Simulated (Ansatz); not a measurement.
**SrHfTe3 (built on the sites of a database entry of SrHfO3): a soft mode frozen in**

Aim: this structure of SrHfTe3 (built on the sites of a database entry of SrHfO3) is to be tested for unstable modes, and one is followed downhill.

Calculated with Ansatz 0.2.0; DFT PBEsol, scalar-relativistic, plane waves, norm-conserving pseudopotentials.

The structure was built from a prototype and need not be the compound's stable phase.

## 1. The structure

Symmetry: Pm-3m, No. 221, cubic system. The conventional cell has a = 5.538 Å, b = 5.538 Å, c = 5.538 Å, α = 90.00°, β = 90.00°, γ = 90.00°. Sr has 12 Te at 3.92 Å nearest. Nearest to Hf lie 6 Te at 2.77 Å. Nearest to Te lie 2 Hf at 2.77 Å and 4 Sr at 3.92 Å. Farther neighbours and most contacts between anions are not listed.

## 2. The dispersion

The cell comes from relaxations at this level that are not shown. Stability and thermal properties need the whole zone. Linear response on a 2×2×2 q mesh gives force constants as far as a supercell of that size would.

File input.yaml:

```yaml
crystal:
  lattice:
    - [5.5376898064, 0.0, 0.0]
    - [0.0, 5.5376898064, 0.0]
    - [0.0, 0.0, 5.5376898064]
  atoms:
    - { symbol: Sr, position: [0.5, 0.5, 0.5] }
    - { symbol: Hf, position: [0.0, 0.0, 0.0] }
    - { symbol: Te, position: [0.5, 0.0, 0.0] }
    - { symbol: Te, position: [0.0, 0.5, 0.0] }
    - { symbol: Te, position: [0.0, 0.0, 0.5] }
kpoints:
  mp_grid: { grid: [6, 6, 6] }
hamiltonian:
  xc: pbesol
  pseudopotentials: { kind: nc }
scf:
  occupations: { method: methfessel_paxton, width: 0.2 }
output:
  eigenvalues: true
phonons:
  method: dfpt
  qmesh: [2, 2, 2]
  temperatures: { t_max: 1000, t_step: 50 }
  qpath:
    path:
      - [[0.0, 0.0, 0.0], [0.0, 0.5, 0.0], [0.5, 0.5, 0.0], [0.0, 0.0, 0.0], [0.5, 0.5, 0.5], [0.0, 0.5, 0.0]]
      - [[0.5, 0.5, 0.5], [0.5, 0.5, 0.0]]
    npoints: 10
```

The run is started by

```sh
> ansatz run input.yaml --threads 8 --pin off --max-ram 14336MiB --backend cpu --events-out ev --progress --plain --runs-dir out
```

Numbers of over 12 decimals in the logs are rounded to 6 here.

The program printed:

```text
Engine: ansatz 0.2.0, aarch64-unknown-linux-gnu
Pseudopotentials: kind: nc
Pseudopotential: Sr, nc, valence charge 10, recommended cutoff 925.187132 eV (normal), Sr.nc.azcp (PseudoDojo's, or run here from an input of PseudoDojo's: the run reads no file of this project's for it)
Pseudopotential: Hf, nc, valence charge 12, recommended cutoff 789.130201 eV (normal), Hf.nc.azcp (PseudoDojo's, or run here from an input of PseudoDojo's: the run reads no file of this project's for it)
Pseudopotential: Te, nc, valence charge 16, recommended cutoff 1120 eV (normal), Te.nc.azcp (PseudoDojo's, or run here from an input of PseudoDojo's: the run reads no file of this project's for it)
Functional definition: PBEsol
  exchange = pbesol_x
  correlation = pbesol_c
Crystal: 5 atoms, lattice volume = 169.819 Å³
Basis set: ecut = 1120 eV, 14411 PW (Γ), exchange–correlation on 128×128×128 points (8 copies of the dense FFT grid, shifted against one another)
Bands: 42, of which v1, the nominal top of the filled ones, is band 35 counted from 1 (34 counted from 0)
Symmetry: 48 space group operations
k-points: 20 of 216
Non-local potential: Sr, projectors of the file, l = 0: 2, l = 1: 2, l = 2: 2
Non-local potential: Hf, projectors of the file, l = 0: 2, l = 1: 2, l = 2: 2, l = 3: 2
Non-local potential: Te, projectors of the file, l = 0: 3, l = 1: 2, l = 2: 2, l = 3: 2
Initial density: superposition of atomic densities (chi_scale 0.1, normalization cell, long waves kept (reshape's long-wave potential 0.00 eV rms))
Initial wavefunctions: pseudopotential atomic-orbital guess
Functional: x = pbesol(κ = 0.804, μ = 0.123457), c = pbesol(β = 0.046)
SCF iter   1: F=—  HF=-11009.536705 eV  |F-HF|=—  |Δ(HF+E_count)|=         —  Δρ=3.14e-2  dr2=3.06e0  ethr=3.10e-3  ⟨swp⟩=9.8  Hψ=3994  notcnv=0
preconditioner: auto → Kerker (q_TF=auto, 2.354 Å⁻¹)  [metal: Δε(μ)=0.129 eV  Ē_g=6.416 eV  σ=0.200 eV  W_gap=0.47  n_scr=32 (ndim 8)  ℏωp=14.0 eV  f_vac=0.000  D(μ)=1.28/eV (n_scr^D=6)]
SCF iter   2: F=—  HF=-11008.844435 eV  |F-HF|=—  |Δ(HF+E_count)|=   6.92e-1  S|Δr|=    0.00e0  Δρ=1.61e-2  dr2=5.83e-1  ethr=3.10e-3  ⟨swp⟩=3.1  Hψ=1434  notcnv=0  defer=18
preconditioner: auto → Resta (q_TF=auto, 2.354 Å⁻¹)  ε∞=5.4  [insulator: Δε(μ)=0.177 eV  Ē_g=6.685 eV  σ=0.200 eV  W_gap=0.67  n_scr=32 (ndim 8)  ℏωp=14.0 eV  f_vac=0.000  D(μ)=0.44/eV (n_scr^D=0)  ε∞_Penn≈5.4]
SCF iter   3: F=—  HF=-11008.669743 eV  |F-HF|=—  |Δ(HF+E_count)|=   1.75e-1  S|Δr|=    0.00e0  Δρ=4.42e-3  dr2=4.27e-2  ethr=8.34e-4  ⟨swp⟩=4.0  Hψ=1949  notcnv=0  defer=18
SCF iter   4: F=—  HF=-11008.667356 eV  |F-HF|=—  |Δ(HF+E_count)|=   2.39e-3  S|Δr|=    0.00e0  Δρ=1.36e-3  dr2=4.43e-3  ethr=6.09e-5  ⟨swp⟩=2.3  Hψ=1173  notcnv=0  defer=18
SCF iter   5: F=—  HF=-11008.668404 eV  |F-HF|=—  |Δ(HF+E_count)|=   1.05e-3  S|Δr|=    0.00e0  Δρ=2.48e-4  dr2=2.12e-4  ethr=6.33e-6  ⟨swp⟩=2.0  Hψ=1456  notcnv=0  defer=18
SCF iter   6: F=—  HF=-11008.668486 eV  |F-HF|=—  |Δ(HF+E_count)|=   8.28e-5  S|Δr|=    0.00e0  Δρ=6.60e-5  dr2=1.12e-5  ethr=3.03e-7  ⟨swp⟩=2.3  Hψ=1225  notcnv=0  defer=18
SCF iter   7: F=—  HF=-11008.668498 eV  |F-HF|=—  |Δ(HF+E_count)|=   1.14e-5  S|Δr|=    0.00e0  Δρ=1.54e-5  dr2=4.71e-7  ethr=1.61e-8  ⟨swp⟩=2.6  Hψ=1204  notcnv=0  defer=18
SCF iter   8: F=—  HF=-11008.669083 eV  |F-HF|=—  |Δ(HF+E_count)|=   5.85e-4  S|Δr|=    0.00e0  Δρ=4.65e-6  dr2=2.54e-8  ethr=6.72e-10  ⟨swp⟩=2.9  Hψ=1471  notcnv=0  defer=18
SCF iter   9: F=—  HF=-11008.669083 eV  |F-HF|=—  |Δ(HF+E_count)|=   1.08e-9  S|Δr|=    0.00e0  Δρ=1.02e-6  dr2=1.38e-9  ethr=3.63e-11  ⟨swp⟩=2.6  Hψ=1584  notcnv=0  defer=18
SCF iter  10: F=—  HF=-11008.669083 eV  |F-HF|=—  |Δ(HF+E_count)|=  1.64e-11  S|Δr|=    0.00e0  Δρ=2.64e-7  dr2=7.06e-11  ethr=1.97e-12  ⟨swp⟩=2.2  Hψ=1509  notcnv=0  defer=18
SCF iter  11: F=-11008.669083 eV  HF=-11008.669083 eV  |F-HF|=9.09e-12  |Δ(HF+E_count)|=  7.28e-12  S|Δr|=    0.00e0  Δρ=8.16e-8  dr2=7.31e-12  ethr=1.00e-12  ⟨swp⟩=15.5  Hψ=5818  notcnv=0
SCF 1 converged in 11 iterations: F = -11008.669083 eV  dr2 = 7.31e-12
Initial density: read from a saved state, or passed on in memory by an earlier SCF of this step, an earlier step, the calling program or the single point that the run made first
iter 1 solved again at ethr=1.33e-7 eV; its pass at ethr=3.10e-3 eV (dr2=9.30e-5 eV) is discarded
SCF iter   1: F=—  HF=-11008.668524 eV  |F-HF|=—  |Δ(HF+E_count)|=         —  Δρ=8.18e-7  dr2=8.06e-10  ethr=1.33e-7  ⟨swp⟩=5.8  Hψ=8003  notcnv=0
eigensolver tolerance schedule: the retry pair's looser diagonalisation over-reported the residual by 115424.77 of it (diagonalisation noise at an unbounded share of the residual, at the tolerance the schedule requests for it); recorded, not acted on — ethr = c·dr2/N_el stays at c = 1.0e-1
preconditioner: auto → Kerker (q_TF=auto, 2.354 Å⁻¹)  [metal: Δε(μ)=0.093 eV  Ē_g=6.872 eV  σ=0.200 eV  W_gap=0.38  n_scr=32 (ndim 8)  ℏωp=14.0 eV  f_vac=0.010  D(μ)=0.80/eV (n_scr^D=0)]
SCF iter   2: F=—  HF=-11008.669083 eV  |F-HF|=—  |Δ(HF+E_count)|=   5.59e-4  S|Δr|=    0.00e0  Δρ=3.74e-7  dr2=1.46e-10  ethr=1.15e-12  ⟨swp⟩=5.2  Hψ=3233  notcnv=0
SCF iter   3: F=—  HF=-11008.669083 eV  |F-HF|=—  |Δ(HF+E_count)|=  3.09e-11  S|Δr|=    0.00e0  Δρ=2.47e-7  dr2=6.71e-11  ethr=1.00e-12  ⟨swp⟩=1.1  Hψ=841  notcnv=0
SCF iter   4: F=-11008.669083 eV  HF=-11008.669083 eV  |F-HF|=7.28e-12  |Δ(HF+E_count)|=  2.36e-11  S|Δr|=    0.00e0  Δρ=6.40e-8  dr2=5.63e-12  ethr=1.00e-12  ⟨swp⟩=5.2  Hψ=3227  notcnv=0
SCF 2 converged in 4 iterations: F = -11008.669083 eV  dr2 = 5.63e-12
phonons: the bands overlap, so this run is a metal and interpolates without the dipole-dipole term. If the crystal is really an insulator or semiconductor, its LO-TO splitting is missing
NSCF: frozen V_eff on 20 k-points
WARN: eigensolver did not converge (k=6): 1 band(s) unlocked after 2 eigensolves, warm-restarted (20 sweeps on the last) at ethr=1.37e-12 eV (storage-precision floor; scheduled 1.00e-12 eV) (lowest unlocked band 41, counted from 0; max residual 1.50e-5 eV among the unlocked bands, 1.50e-5 eV over every band; other slots of this pass that fall short are told together in one closing line; warning suppressed until the next SCF loop or pass starts)
WARN: eigensolver did not converge in 3 slots of this pass, the one above among them; of largest residual over every band (k=10): 1 band(s) unlocked (lowest unlocked band 41, counted from 0; max residual 5.37e-5 eV among the unlocked bands, 5.37e-5 eV over every band); of lowest unlocked band (k=6): band 41
NSCF: frozen V_eff on 64 k-points
DFPT response loops at q = (0, 0, 0) (fractional): preconditioner auto → Kerker (q_TF=auto, 2.354 Å⁻¹) (partly filled bands, converged f_vac=0.010); β = 1.00, the filter's whole step (`scf.mixing.beta` (0.50) is not read by the response loops under this deck's `scf.mixing.preconditioner`; to damp them name `kerker` or `kerker_dos`, under which they read `scf.mixing.beta`, and type it under 1.00, their step now; both keys bind the ground state too); Broyden in place of MSR1
NSCF: frozen V_eff on 128 k-points
DFPT response loops at q = (0, 0, -0.5) (fractional): mixed as the last ones told, above
NSCF: frozen V_eff on 128 k-points
DFPT response loops at q = (0, -0.5, -0.5) (fractional): mixed as the last ones told, above
NSCF: frozen V_eff on 128 k-points
DFPT response loops at q = (-0.5, -0.5, -0.5) (fractional): mixed as the last ones told, above
SCF converged after 11 iterations
Stability not checked: this state was not tested for a lower state beside it, because cold or Methfessel-Paxton smearing, or corrected tetrahedra, fill the levels in a way that the test cannot read (fill_not_monotonic; see scf.lower_state_search)
Free energy (F): -11008.669083 eV
Harris-Foulkes:  -11008.669083 eV  (|F-HF|=9.09e-12)
Internal energy: -11008.672840 eV  (E = F + TS)
E sigma→0 (E₀):  -11008.670022 eV
Entropy (-TS):   0.003758 eV (0.752 meV/atom)
Fermi energy:    8.945613 eV
Step filling:    the computed levels leave a gap of 0.0931 eV = 0.5 smearing widths at the electron count; against every level under it full and every level over it empty, smearing changes F+E_penalty+E_count by +2.032 meV and its σ→0 estimate by +1.092 meV
--- Per-component energies (eV) ---
  E_band       = -1082.484042
  E_kinetic    = 5279.954297
  E_local      = -8426.081158  (includes V_loc(G=0)·N_el)
  E_nonlocal   = -2202.146337
  E_hartree    = 2953.965151
  E_xc         = -2596.887774
  E_vxc        = -1642.141286  (∫ρ·V_xc dr)
  E_ewald      = -6017.477020
  E_smearing   = 0.003758  (= −TS)
  E_closure    = -0.000000  (closes the sum)
  Σ components = -11008.669083   (vs F -11008.669083, Δ=0.00e0)
--- Band table (eV; the first three rows and the last of 20) ---
  k-point 0: bands = [... 31 lower, 7.6680, 8.5587, 8.5587, 8.5587, 8.7622, 8.7622, 8.7622, 9.3582, ... 3 higher]
  k-point 1: bands = [... 31 lower, 7.4139, 7.6437, 8.3022, 8.3022, 8.7966, 9.6202, 9.6202, 9.7764, ... 3 higher]
  k-point 2: bands = [... 31 lower, 6.5170, 7.0286, 8.2005, 8.2005, 8.8706, 10.5104, 10.6532, 10.6532, ... 3 higher]
  k-point 19: bands = [... 31 lower, 5.4112, 9.1691, 9.1691, 9.1691, 9.6380, 11.1163, 11.1163, 11.1163, ... 3 higher]
--- Phonons (Γ-DFPT): 4 representative perturbations + reference (Σ response iterations 11) ---
  ASR residual: 1.980e-4 → 0.000e0 eV/Å²; symmetrization residual: 2.235e-5 eV/Å²
  ASR residual per site (eV/Å²): 5.31e-5 1.04e-4 1.98e-4 1.98e-4 1.98e-4
  Γ frequencies (cm⁻¹): -58.52 -58.52 -58.52 -40.81 -40.81 -40.81 0.00 0.00 0.00 17.55 17.55 17.55 190.91 190.91 190.91
--- Phonons (arbitrary-q DFPT): 4 irreducible q on the 2×2×2 mesh ---
  q = [0.0000, 0.0000, 0.0000] (star 1, of the zone-centre solve; hermiticity 3.62e-6, symmetrization 3.62e-14): -58.52 -58.52 -58.52 -40.81 -40.81 -40.81 -0.00 0.00 0.00 17.55 17.55 17.55 190.91 190.91 190.91
  q = [0.0000, 0.0000, -0.5000] (star 3, 9 solved perturbations in 504 linear systems a pass and spin channel, the states on 64 of 216 k-point pairs; hermiticity 3.83e-6, symmetrization 1.31e-12, the responses' own estimated error 3.2e-4 eV/Å²): -51.97 -51.97 -28.36 -28.36 -15.92 -9.20 -9.20 28.55 43.66 43.66 53.31 125.34 189.03 190.79 190.79
  q = [0.0000, -0.5000, -0.5000] (star 3, 9 solved perturbations in 504 linear systems a pass and spin channel, the states on 64 of 216 k-point pairs; hermiticity 5.54e-6, symmetrization 1.32e-12, the responses' own estimated error 3.1e-4 eV/Å²): -70.11 -54.59 -54.59 -39.33 -15.00 39.18 39.18 42.07 42.07 77.76 125.83 125.83 140.33 191.59 198.36
  q = [-0.5000, -0.5000, -0.5000] (star 1, 4 solved perturbations in 184 linear systems a pass and spin channel, the states on 64 of 216 k-point pairs; hermiticity 3.49e-6, symmetrization 1.00e-12, the responses' own estimated error 2.7e-4 eV/Å²): -72.09 -72.09 -72.09 -53.86 -53.86 -53.86 74.00 74.00 74.00 117.53 117.53 125.10 125.10 125.10 207.28
  sum rule: each row above includes the acoustic sum rule's correction from the zone centre's row sums; it moved no ω² by more than (0.65 cm⁻¹)²
  mesh force constants: q→R imaginary residual 2.73e-18; ASR residual 1.980e-4 → 0.000e0 eV/Å²; symmetrization residual 3.020e-14 eV/Å²
  interpolated dispersion: 62 rows × 15 modes
  density of states and harmonic sums: on the 12×12×12 q-mesh, interpolated from the force constants of a 2×2×2 supercell (no non-analytic term)
  largest difference from the sums on the solved wave vectors: F 1.56e-1 eV, S 2.09e-4 and C_V 5.28e-5 eV/K
  zero-point energy: 0.058342 eV/cell   skipped modes (ω ≤ 0): 490, of them read as no rigid motion or as one in doubt: 487 (5.760e0 modes/cell left out, lowest -72.09 cm⁻¹)   left out of the sums: 3.84e-1 of the cell's modes: C_V's classical limit lies that fraction below 3 k_B per atom; for a crystal, a wire or a layer, F and S can be off by more, and a phonons.interpolated_qmesh denser along its periods is the remedy for the sampling
```

Wall time 11 min (8 threads of Arm Neoverse V2, shared host); peak memory 5 GiB.

This step gave:

```
volume per atom                                         : 33.96 Å³
gap on the k-mesh                                       : 0 eV
sum-rule residual before enforcement                    : 1.98e-4 eV/Å²
lowest frequency on the path                            : -72.09 cm⁻¹
point group                                             : m-3m
highest frequency on the path or at a solved wavevector : 208.6 cm⁻¹
highest optical mode at the zone centre (no LO-TO term) : 190.9 cm⁻¹
lowest optical zone-centre mode                         : -58.52 cm⁻¹
lowest mode on the q mesh (acoustic modes at Γ apart)   : -72.09 cm⁻¹
```

Frequencies (cm⁻¹) solved at each irreducible wavevector; negative means imaginary. Frequencies by wavevector, by row:

| q in reciprocal lattice units | star | mode 1 | mode 2 | mode 3 | mode 4 | mode 13 | mode 14 | mode 15 |
| --- | --- | --- | --- | --- | --- | --- | --- | --- |
| 0 0 0 | 1 | -58.5 | -58.5 | -58.5 | -40.8 | 190.9 | 190.9 | 190.9 |
| 0 0 -0.5 | 3 | -52 | -52 | -28.4 | -28.4 | 189 | 190.8 | 190.8 |
| 0 -0.5 -0.5 | 3 | -70.1 | -54.6 | -54.6 | -39.3 | 140.3 | 191.6 | 198.4 |
| -0.5 -0.5 -0.5 | 1 | -72.1 | -72.1 | -72.1 | -53.9 | 125.1 | 125.1 | 207.3 |

Interpolated from a 2×2×2 q mesh. The phonon branches at the labelled points (cm⁻¹):

```
    point  branch 1  branch 2  branch 3  branch 4  branch 12  branch 13  branch 14  branch 15
        Γ       -58       -58       -58       -41         18        191        191        191
  halfway       -56       -56       -35       -32         87        191        191        191
        X       -52       -52       -28       -28        125        189        191        191
  halfway       -56       -52       -46       -42        126        165        191        199
        M       -70       -55       -55       -39        126        140        192        198
  halfway       -51       -51       -47       -45         89        177        191        198
        Γ       -58       -58       -58       -41         18        191        191        191
  halfway       -52       -50       -50       -46         92        174        174        206
        R       -72       -72       -72       -54        125        125        125        207
  halfway       -58       -56       -49       -47        126        156        171        207
        X       -52       -52       -28       -28        125        189        191        191
jump to R       -72       -72       -72       -54        125        125        125        207
  halfway       -71       -58       -58       -48        125        129        161        208
        M       -70       -55       -55       -39        126        140        192        198
```

Symmetry leaves 4 wavevectors to solve. The lowest mode among them, the acoustic zeros apart, lies at q = (-0.5, -0.5, -0.5) and is imaginary, 72.1i cm⁻¹, so the energy falls along it.

## 3. The mode frozen in, largest atomic shift 0 Å

The mode followed lies at q = (-0.5, -0.5, -0.5) with frequency 72.1i cm⁻¹ and is 3-fold degenerate, the softest among the wavevectors solved. At small amplitude the distorted cell has space group no. 74 by a symmetry search on the positions. The undistorted cell that holds it gives the zero of energy on the same k mesh.

System of this step: SrHfTe3 (built on the sites of a database entry of SrHfO3). Symmetry: Pm-3m, No. 221, cubic system. The conventional cell has a = 5.538 Å, b = 5.538 Å, c = 5.538 Å, α = 90.00°, β = 90.00°, γ = 90.00°. Sr has 12 Te at 3.92 Å nearest. Nearest to Hf lie 6 Te at 2.77 Å. Te has 2 Hf at 2.77 Å and 4 Sr at 3.92 Å nearest. Farther neighbours and most contacts between anions are not listed.

File input.yaml:

```yaml
crystal:
  lattice:
    - [5.5376898064, 5.5376898064, 0.0]
    - [5.5376898064, 0.0, 5.5376898064]
    - [5.5376898064, 0.0, -5.5376898064]
  atoms:
    - { symbol: Sr, position: [0.5, 0.25, 0.75] }
    - { symbol: Sr, position: [0.5, 0.75, 0.25] }
    - { symbol: Hf, position: [0.0, 0.0, 0.0] }
    - { symbol: Hf, position: [0.0, 0.5, 0.5] }
    - { symbol: Te, position: [0.0, 0.25, 0.25] }
    - { symbol: Te, position: [0.0, 0.75, 0.75] }
    - { symbol: Te, position: [0.5, 0.75, 0.75] }
    - { symbol: Te, position: [0.5, 0.25, 0.25] }
    - { symbol: Te, position: [0.0, 0.25, 0.75] }
    - { symbol: Te, position: [0.0, 0.75, 0.25] }
kpoints:
  mp_grid: { grid: [6, 6, 6] }
hamiltonian:
  xc: pbesol
  pseudopotentials: { kind: nc }
scf:
  occupations: { method: methfessel_paxton, width: 0.2 }
output:
  forces: true
  stress: true
  eigenvalues: true
```

The program printed:

```text
[...]
Crystal: 10 atoms, lattice volume = 339.638 Å³
Basis set: ecut = 1120 eV, 28811 PW (Γ), exchange–correlation on 180×180×180 points (8 copies of the dense FFT grid, shifted against one another)
Bands: 84, of which v1, the nominal top of the filled ones, is band 70 counted from 1 (69 counted from 0)
Symmetry: 96 space group operations
[...]
k-points: 16 of 216
[...]
k-point 0: bands = [... 66 lower, 8.5605, 8.7359, 8.7359, 8.7359, 9.1799, 9.1799, 9.1799, 9.3581, ... 10 higher]
  k-point 1: bands = [... 66 lower, 8.2993, 8.8620, 8.8620, 9.0403, 9.1195, 9.2051, 9.2051, 9.6881, ... 10 higher]
  k-point 2: bands = [... 66 lower, 8.0098, 8.3171, 8.3171, 8.7012, 9.4874, 9.7176, 9.7176, 10.1409, ... 10 higher]
  k-point 15: bands = [... 66 lower, 7.5156, 7.5968, 7.6128, 8.6137, 9.6385, 10.5529, 10.5556, 10.7754, ... 10 higher]
[key lines of the parts left out:]
SCF converged after 10 iterations
Free energy (F): -22017.300243 eV
Fermi energy:    9.031126 eV
P = ⅓ Tr σ = 0.1369 GPa (1.369 kbar)
```

Run time: 13 s. Hardware: 8 threads; peak memory 5.3 GiB; 99 s of CPU time.

This step gave:

| Property | Result |
| --- | --- |
| pressure | 0.1369 GPa |
| energy from the undistorted cell | 0 meV/atom |

The run ends at a pressure of 0.14 GPa.

[end of part 1 of 2]

[Logs are printed without paths, hosts, clocks, repeated set-up lines and the standing remarks that a program may print on its own settings, such as how far it seeks lower states.]

[Hosts, paths, dates, database ids (printed as entryN), source tags and the programs' standing remarks are cut or masked in the printed files.]
